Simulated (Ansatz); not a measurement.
**Lattice dynamics of KCl (Sylvite, Fm-3m)**

Aim: the vibrations of KCl (Sylvite, Fm-3m), their spectra, and whether the structure is stable.

Program: Ansatz 0.2.0. Level of theory: DFT PBE, scalar-relativistic, plane waves, PAW. Results are calculated unless marked as measured.

## (1) The structure

The structure is cubic, space group Fm-3m (No. 225). The conventional cell has a = 6.293 Å, b = 6.293 Å, c = 6.293 Å, α = 90.00°, β = 90.00°, γ = 90.00°. Nearest to K lie 6 Cl at 3.15 Å. Nearest to Cl lie 6 K at 3.15 Å. Farther neighbours and most contacts between anions are not listed.

## (2) Relaxation

Harmonic phonons are second derivatives at a point where the forces vanish, and they are wanted at zero stress, so atoms and cell are relaxed first.

File input.yaml:

```yaml
crystal:
  lattice:
    - [0.0, 3.14647, 3.14647]
    - [3.14647, 0.0, 3.14647]
    - [3.14647, 3.14647, 0.0]
  atoms:
    - { symbol: K, position: [0.0, 0.0, 0.0] }
    - { symbol: Cl, position: [0.5, 0.5, 0.5] }
kpoints:
  mp_grid: { grid: [6, 6, 6] }
hamiltonian:
  xc: pbe
scf:
  occupations: { method: gaussian, width: 0.02 }
output:
  forces: true
  stress: true
  eigenvalues: true
relax:
  adjacent_minimum: "off"
  f_tol: 0.005
  max_steps: 80
  cell: { stress_tol: 0.05 }
```

Started as:

```
$ ansatz run input.yaml --threads 4 --pin off --max-ram 7168MiB --backend cpu --events-out ev --progress --plain --runs-dir out
```

Numbers of over 12 decimals in the logs are rounded to 6 here.

Output:

```text
Engine: ansatz 0.2.0, aarch64-unknown-linux-gnu
Pseudopotentials: kind: paw
Pseudopotential: K, paw, valence charge 9, recommended cutoff 420 eV (normal), K.paw.azcp
Pseudopotential: Cl, paw, valence charge 7, recommended cutoff 420 eV (normal), Cl.paw.azcp
Functional definition: PBE
  parameter kappa = 0.804
  parameter beta = 0.066725
  exchange = pbe_x(kappa = kappa, mu = beta*pi^2/3)
  correlation = pbe_c(beta = beta)
Crystal: 2 atoms, lattice volume = 62.302 Å³
Basis set: ecut = 420 eV, 1243 PW (Γ), exchange–correlation on 60×60×60 points (8 copies of the dense FFT grid, shifted against one another)
Bands: 12, of which v1, the nominal top of the filled ones, is band 8 counted from 1 (7 counted from 0)
Symmetry: 48 space group operations
Space group: Fm-3m (ITA 225), of the structure as read, at distance tolerance 4.0e-5 Å
k-points: 16 of 216
Non-local potential: K, projectors of the file, l = 0: 3, l = 1: 2, l = 2: 2
Non-local potential: Cl, projectors of the file, l = 0: 2, l = 1: 2, l = 2: 2
PAW form: soft (Blöchl's): semilocal exchange-correlation on the pseudo side does not see the compensation charge
PAW one-centre angular grid: K, 110 points (default); XC on 64 Gauss nodes
PAW one-centre angular grid: Cl, 110 points (default); XC on 64 Gauss nodes
Initial density: superposition of atomic densities (neutral atoms: chi_scale 0, normalization atom), corrected by the library's trained network
Initial wavefunctions: pseudopotential atomic-orbital guess
Functional: x = pbe(κ = 0.804, μ = 0.219515), c = pbe(β = 0.066725)
SCF iter   1: F=—  HF=-2621.220307 eV  |F-HF|=—  |Δ(HF+E_count)|=         —  Δρ=2.42e-4  dr2=2.52e-5  ethr=1.77e-3  ⟨swp⟩=6.1  Hψ=1227  notcnv=0
preconditioner: auto → none  [insulator: Δε(μ)=5.182 eV  Ē_g=15.282 eV  σ=0.020 eV  W_gap=1.00  n_scr=14 (ndim 8)  ℏωp=17.6 eV  f_vac=0.081  D(μ)=0.00/eV (n_scr^D=0)  ε∞_Penn≈2.3]
SCF iter   2: F=—  HF=-2621.220093 eV  |F-HF|=—  |Δ(HF+E_count)|=   2.14e-4  Δρ=3.24e-4  dr2=9.92e-5  ethr=1.57e-7  ⟨swp⟩=3.4  Hψ=557  notcnv=0
SCF iter   3: F=—  HF=-2621.220072 eV  |F-HF|=—  |Δ(HF+E_count)|=   2.14e-5  Δρ=1.88e-4  dr2=3.22e-5  ethr=1.57e-7  ⟨swp⟩=2.0  Hψ=248  notcnv=0
SCF iter   4: F=—  HF=-2621.220064 eV  |F-HF|=—  |Δ(HF+E_count)|=   7.81e-6  Δρ=3.52e-5  dr2=4.45e-7  ethr=1.57e-7  ⟨swp⟩=2.0  Hψ=292  notcnv=0
SCF iter   5: F=—  HF=-2621.220066 eV  |F-HF|=—  |Δ(HF+E_count)|=   2.34e-6  Δρ=6.36e-5  dr2=3.53e-6  ethr=2.78e-9  ⟨swp⟩=2.6  Hψ=362  notcnv=0
SCF iter   6: F=—  HF=-2621.220065 eV  |F-HF|=—  |Δ(HF+E_count)|=   9.93e-7  Δρ=2.93e-5  dr2=7.27e-7  ethr=2.78e-9  ⟨swp⟩=2.0  Hψ=304  notcnv=0
SCF iter   7: F=-2621.220065 eV  HF=-2621.220065 eV  |F-HF|=3.48e-8  |Δ(HF+E_count)|=   2.39e-7  Δρ=7.04e-6  dr2=4.30e-8  ethr=6.25e-10  ⟨swp⟩=3.0  Hψ=735  notcnv=0
SCF 1 converged in 7 iterations: F = -2621.220065 eV  dr2 = 4.30e-8
  greatest PAW one-centre occupation: 0.987 electrons in one spin orbital (limit 2), on the K atom at site 0 (counted from 0), in its partial waves of l = 0
relax step   1: F+E_penalty+E_count = -2621.22006522 eV  Δ(F+E_penalty+E_count) = +0.000e0 eV  max|allowed force component| = 4.194e-29 eV/Å  Δτ_max = 0.0000 Å  P = +0.755 GPa  Ω = 62.302 Å³  (7 SCF iters, dr2 threshold 1.00e-7 eV, accepted)
Crystal: 2 atoms, lattice volume = 63.681 Å³
Initial density: handed on by an earlier stage of this run
Initial wavefunctions: those handed on with the density
iter 1 solved again at ethr=2.95e-6 eV; its pass at ethr=3.10e-3 eV (dr2=4.72e-4 eV) is discarded
SCF iter   1: F=—  HF=-2621.224919 eV  |F-HF|=—  |Δ(HF+E_count)|=         —  Δρ=5.71e-4  dr2=4.86e-4  ethr=2.95e-6  ⟨swp⟩=1.0  Hψ=1413  notcnv=0
preconditioner: auto → none  [insulator: Δε(μ)=5.142 eV  Ē_g=15.242 eV  σ=0.020 eV  W_gap=1.00  n_scr=14 (ndim 8)  ℏωp=17.4 eV  f_vac=0.103  D(μ)=0.00/eV (n_scr^D=0)  ε∞_Penn≈2.3]
SCF iter   2: F=—  HF=-2621.224735 eV  |F-HF|=—  |Δ(HF+E_count)|=   1.84e-4  Δρ=2.78e-4  dr2=4.74e-5  ethr=2.95e-6  ⟨swp⟩=2.0  Hψ=351  notcnv=0
SCF iter   3: F=—  HF=-2621.224737 eV  |F-HF|=—  |Δ(HF+E_count)|=   2.36e-6  Δρ=1.08e-4  dr2=6.97e-6  ethr=2.96e-7  ⟨swp⟩=2.0  Hψ=240  notcnv=0
SCF iter   4: F=—  HF=-2621.224741 eV  |F-HF|=—  |Δ(HF+E_count)|=   3.47e-6  Δρ=1.64e-5  dr2=2.10e-7  ethr=4.36e-8  ⟨swp⟩=2.9  Hψ=324  notcnv=0
SCF iter   5: F=-2621.224741 eV  HF=-2621.224741 eV  |F-HF|=2.55e-8  |Δ(HF+E_count)|=   3.00e-7  Δρ=4.50e-6  dr2=9.87e-9  ethr=1.25e-9  ⟨swp⟩=5.0  Hψ=885  notcnv=0
SCF 2 converged in 5 iterations: F = -2621.224741 eV  dr2 = 9.87e-9
relax step   2: F+E_penalty+E_count = -2621.22474102 eV  Δ(F+E_penalty+E_count) = -4.676e-3 eV  max|allowed force component| = 7.494e-30 eV/Å  Δτ_max = 0.0000 Å  P = +0.343 GPa  Ω = 63.681 Å³  energy of the carried Pulay correction = -1.094e-5 eV  (5 SCF iters, dr2 threshold 2.00e-7 eV, accepted)
Crystal: 2 atoms, lattice volume = 64.874 Å³
iter 1 solved again at ethr=2.22e-6 eV; its pass at ethr=3.10e-3 eV (dr2=3.55e-4 eV) is discarded
SCF iter   1: F=—  HF=-2621.226202 eV  |F-HF|=—  |Δ(HF+E_count)|=         —  Δρ=4.84e-4  dr2=3.58e-4  ethr=2.22e-6  ⟨swp⟩=2.1  Hψ=1402  notcnv=0
preconditioner: auto → none  [insulator: Δε(μ)=5.076 eV  Ē_g=15.200 eV  σ=0.020 eV  W_gap=1.00  n_scr=14 (ndim 8)  ℏωp=17.2 eV  f_vac=0.107  D(μ)=0.00/eV (n_scr^D=0)  ε∞_Penn≈2.3]
SCF iter   2: F=—  HF=-2621.226070 eV  |F-HF|=—  |Δ(HF+E_count)|=   1.32e-4  Δρ=2.36e-4  dr2=3.54e-5  ethr=2.22e-6  ⟨swp⟩=2.1  Hψ=350  notcnv=0
SCF iter   3: F=—  HF=-2621.226075 eV  |F-HF|=—  |Δ(HF+E_count)|=   4.72e-6  Δρ=9.20e-5  dr2=5.24e-6  ethr=2.21e-7  ⟨swp⟩=2.0  Hψ=240  notcnv=0
SCF iter   4: F=—  HF=-2621.226077 eV  |F-HF|=—  |Δ(HF+E_count)|=   2.69e-6  Δρ=2.53e-5  dr2=5.93e-7  ethr=3.27e-8  ⟨swp⟩=2.4  Hψ=267  notcnv=0
SCF iter   5: F=-2621.226078 eV  HF=-2621.226078 eV  |F-HF|=3.61e-8  |Δ(HF+E_count)|=   3.83e-7  Δρ=4.34e-6  dr2=1.55e-8  ethr=1.25e-9  ⟨swp⟩=5.1  Hψ=947  notcnv=0
SCF 3 converged in 5 iterations: F = -2621.226078 eV  dr2 = 1.55e-8
relax step   3: F+E_penalty+E_count = -2621.22607767 eV  Δ(F+E_penalty+E_count) = -1.337e-3 eV  max|allowed force component| = 1.709e-29 eV/Å  Δτ_max = 0.0000 Å  P = +0.025 GPa  Ω = 64.874 Å³  energy of the carried Pulay correction = -2.021e-5 eV  (5 SCF iters, dr2 threshold 2.00e-7 eV, accepted)
Basis set: ecut = 420 eV, 1243 PW (Γ), exchange–correlation on 64×64×64 points (8 copies of the dense FFT grid, shifted against one another)
Initial wavefunctions: pseudopotential atomic-orbital guess (no wavefunctions were taken with the density)
iter 1 solved again at ethr=6.18e-7 eV; its pass at ethr=3.10e-3 eV (dr2=9.89e-5 eV) is discarded
SCF iter   1: F=—  HF=-2621.226086 eV  |F-HF|=—  |Δ(HF+E_count)|=         —  Δρ=2.04e-5  dr2=3.25e-8  ethr=6.18e-7  ⟨swp⟩=3.0  Hψ=1699  notcnv=0
eigensolver tolerance schedule: the retry pair's looser diagonalisation over-reported the residual by 3038.45 of it (diagonalisation noise at 1.54 of the residual, at the tolerance the schedule requests for it); recorded, not acted on — ethr = c·dr2/N_el stays at c = 1.0e-1
preconditioner: auto → none  [insulator: Δε(μ)=5.052 eV  Ē_g=15.196 eV  σ=0.020 eV  W_gap=1.00  n_scr=14 (ndim 8)  ℏωp=17.2 eV  f_vac=0.097  D(μ)=0.00/eV (n_scr^D=0)  ε∞_Penn≈2.3]
SCF iter   2: F=—  HF=-2621.226098 eV  |F-HF|=—  |Δ(HF+E_count)|=   1.21e-5  Δρ=1.04e-5  dr2=9.18e-9  ethr=2.03e-10  ⟨swp⟩=2.6  Hψ=333  notcnv=0
SCF iter   3: F=—  HF=-2621.226099 eV  |F-HF|=—  |Δ(HF+E_count)|=   1.50e-6  Δρ=1.02e-6  dr2=7.90e-10  ethr=5.73e-11  ⟨swp⟩=2.0  Hψ=304  notcnv=0
SCF iter   4: F=—  HF=-2621.226099 eV  |F-HF|=—  |Δ(HF+E_count)|=  2.73e-11  Δρ=2.80e-7  dr2=2.32e-11  ethr=4.94e-12  ⟨swp⟩=2.0  Hψ=244  notcnv=0
SCF iter   5: F=-2621.226099 eV  HF=-2621.226099 eV  |F-HF|=1.82e-11  |Δ(HF+E_count)|=  1.29e-10  Δρ=5.14e-8  dr2=1.96e-12  ethr=1.00e-12  ⟨swp⟩=5.0  Hψ=747  notcnv=0
SCF 4 converged in 5 iterations: F = -2621.226099 eV  dr2 = 1.96e-12
relax step   4: F+E_penalty+E_count = -2621.22609933 eV  Δ(F+E_penalty+E_count) = -2.166e-5 eV  max|allowed force component| = 2.630e-29 eV/Å  Δτ_max = 0.0000 Å  P = +0.025 GPa  Ω = 64.874 Å³  stress off target by 2.51e-2 GPa  SCF on the basis re-selected at this cell (its energy is not comparable with the rows above)  (5 SCF iters)
basis re-selected at this cell: Δ(F+E_penalty+E_count) = -2.166e-5 eV, ΔP = +0.000 GPa vs the last step (what re-selecting the basis moved, of the pressure what is left beyond the Pulay correction that the steps carried, after the strain that the cell walked since its last selection, with what the two solves' SCF thresholds leave and, on support functions, any second-order correction that the steps lacked; it is no measure of the basis error at this ecutwfc). The dense FFT grid was sized anew with the basis: this SCF ran on 32×32×32 points, the steps before it on 30×30×30, so part of this shift can come from that change (see relax.cell in the input reference). [rest of the remark cut]
SCF converged after 5 iterations
Free energy (F): -2621.226099 eV
Harris-Foulkes:  -2621.226099 eV  (|F-HF|=1.82e-11)
Internal energy: -2621.226099 eV  (E = F + TS)
E sigma→0 (E₀):  -2621.226099 eV
Fermi energy:    3.116913 eV
--- Per-component energies (eV) ---
  E_band       = -136.271075
  E_kinetic    = 415.809245
  E_local      = -852.601066  (includes V_loc(G=0)·N_el)
  E_nonlocal   = 41.008892
  E_hartree    = 286.567066
  E_xc         = -243.076888
  E_vxc        = -287.886715  (∫ρ·V_xc dr)
  E_paw        = -1441.149533  (= ΣΔE_a)
  E_vpaw       = -25.735680  (= ΣTr[D̂ρ^β])
  E_aug_tail   = 0.000086  (compensation charges beyond the density's cutoff)
  E_ewald      = -827.783902
  E_smearing   = -0.000000  (= −TS)
  E_closure    = -0.000000  (closes the sum)
  Σ components = -2621.226099   (vs F -2621.226099, Δ=0.00e0)
--- Forces (eV/Å), atoms counted from 1 ---
  atom   1  K      0.00000000     0.00000000     0.00000000
  atom   2  Cl    -0.00000000     0.00000000    -0.00000000
  max |Σ_I F_I| component: 4.00e-29 eV/Å
--- Stress (GPa, compression-positive) ---
        0.025075       0.000000      -0.000000
       -0.000000       0.025075      -0.000000
       -0.000000       0.000000       0.025075
  P = ⅓ Tr σ = 0.0251 GPa (0.251 kbar)
--- Band table (eV; the first three rows and the last of 16) ---
  k-point 0: bands = [... 4 lower, -10.1618, 0.5908, 0.5908, 0.5908, 5.6429, 8.9288, 8.9288, 8.9288]
  k-point 1: bands = [... 4 lower, -10.1025, 0.2981, 0.5135, 0.5135, 6.2548, 8.7527, 9.2563, 9.2563]
  k-point 2: bands = [... 4 lower, -9.9934, -0.1852, 0.3665, 0.3665, 7.4744, 8.7616, 10.1417, 10.1417]
  k-point 15: bands = [... 4 lower, -10.1114, 0.0453, 0.1981, 0.2495, 7.8245, 9.3819, 9.4592, 10.5615]
--- Relaxed structure (3 steps of the walk, 3 accepted, 1 SCFs on fresh bases) ---
  F+E_penalty+E_count = -2621.22609933 eV   max|allowed force component| = 2.630e-29 eV/Å   (the final SCF, on the basis selected at the relaxed cell)
  cell:  # Å, volume = 64.8736 Å³
    - [0, 3.189182, 3.189182]
    - [3.189182, 0, 3.189182]
    - [3.189182, 3.189182, 0]
  atoms:
    - { symbol: K, position: [0, 0, 0] }
    - { symbol: Cl, position: [0.500000, 0.500000, 0.500000] }
```

It took 1.4 s on 4 threads of Arm Neoverse V1, shared host; peak memory 0.31 GiB; 4.4 s of CPU time.

Step by step:

| step | energy less that of the first step (eV) | largest force component (eV/Å) | pressure (GPa) | volume (Å³) |
| --- | --- | --- | --- | --- |
| 1 | 0.0000 | 0.0000 | 0.75 | 62.30 |
| 2 | -0.0047 | 0.0000 | 0.34 | 63.68 |
| 3 | -0.0060 | 0.0000 | 0.02 | 64.87 |
| 4* | -0.0060 | 0.0000 | 0.03 | 64.87 |

Relaxation steps marked * repeat the geometry before them on a plane-wave basis chosen anew for their cell, so energy and pressure can jump there.

Forces are held to the 48 operations that the run works with; a distortion that breaks them can't arise in this run.

| conventional cell, symmetrised | before | after | change |
| --- | --- | --- | --- |
| a (Å) | 6.293 | 6.378 | +1.4 % |
| b (Å) | 6.293 | 6.378 | +1.4 % |
| c (Å) | 6.293 | 6.378 | +1.4 % |
| volume (Å³/atom) | 31.15 | 32.44 | +4.1 % |

The relaxed structure:

```xyz
2
Lattice="0.0000 3.1892 3.1892 3.1892 0.0000 3.1892 3.1892 3.1892 0.0000" Properties=species:S:1:pos:R:3 pbc="T T T"
K     0.0000    0.0000    0.0000
Cl    3.1892    3.1892    3.1892
```

Numbers from this step:

| Property | Result |
| --- | --- |
| pressure | 0.02507 GPa |
| gap on the k-mesh | 5.052 eV |
| volume per atom | 32.44 Å³ |
| direct gap on mesh | 5.052 eV |

In this step the volume went from 31.15 to 32.44 Å³/atom.

## (3) Relaxing to small forces for the phonons

Phonons need a cell at rest on their own settings, so the relaxation is repeated with tight tolerances on forces and stress on the k mesh and occupations of the first response run.

File input.yaml:

```yaml
crystal:
  lattice:
    - [0.0, 3.1891817252, 3.1891817252]
    - [3.1891817252, 0.0, 3.1891817252]
    - [3.1891817252, 3.1891817252, 0.0]
  atoms:
    - { symbol: K, position: [0.0, 0.0, 0.0] }
    - { symbol: Cl, position: [0.5, 0.5, 0.5] }
kpoints:
  mp_grid: { grid: [8, 8, 8] }
hamiltonian:
  xc: pbe
scf:
  occupations: { method: fixed }
output:
  forces: true
  stress: true
  eigenvalues: true
relax:
  adjacent_minimum: "off"
  f_tol: 0.001
  max_steps: 60
  cell: { stress_tol: 0.01 }
```

Output:

```text
[...]
Crystal: 2 atoms, lattice volume = 64.874 Å³
Basis set: ecut = 420 eV, 1243 PW (Γ), exchange–correlation on 64×64×64 points (8 copies of the dense FFT grid, shifted against one another)
Bands: 12, of which v1, the nominal top of the filled ones, is band 8 counted from 1 (7 counted from 0)
Symmetry: 48 space group operations
[...]
k-points: 29 of 512
[...]
k-point 28: bands = [... 4 lower, -10.0944, 0.1314, 0.1314, 0.1326, 8.5443, 8.5443, 9.8280, 10.2459]
--- Relaxed structure (3 steps of the walk, 3 accepted, 1 SCFs on fresh bases) ---
[...]
cell:  # Å, volume = 64.9730 Å³
    - [0, 3.190811, 3.190811]
    - [3.190811, 0, 3.190811]
    - [3.190811, 3.190811, 0]
  atoms:
    - { symbol: K, position: [0, 0, 0] }
    - { symbol: Cl, position: [0.5, 0.5, 0.5] }
[key lines of the parts left out:]
SCF converged after 6 iterations
Free energy (F): -2621.226109 eV
Fermi energy:    0.581132 eV
P = ⅓ Tr σ = 0.0001 GPa (0.001 kbar)
```

The job ended after 1.8 s (4 threads; peak memory 0.33 GiB).

Little changed from the start: no atom moved by 0.005 Å and no cell edge by 0.1 %.

Numbers from this step:

| Property | Result |
| --- | --- |
| pressure | 5.97e-5 GPa |
| gap on the k-mesh | 5.047 eV |
| volume per atom | 32.49 Å³ |
| direct gap on mesh | 5.047 eV |

The forces vanish by symmetry and the pressure is 0.000 GPa, within the tolerances set. The cell now holds 32.49 Å³/atom.

[end of part 1 of 3]

[Logs are printed without paths, hosts, clocks, repeated set-up lines and the standing remarks that a program may print on its own settings, such as how far it seeks lower states.]

[Hosts, paths, dates, database ids (printed as entryN), source tags and the programs' standing remarks are cut or masked in the printed files.]
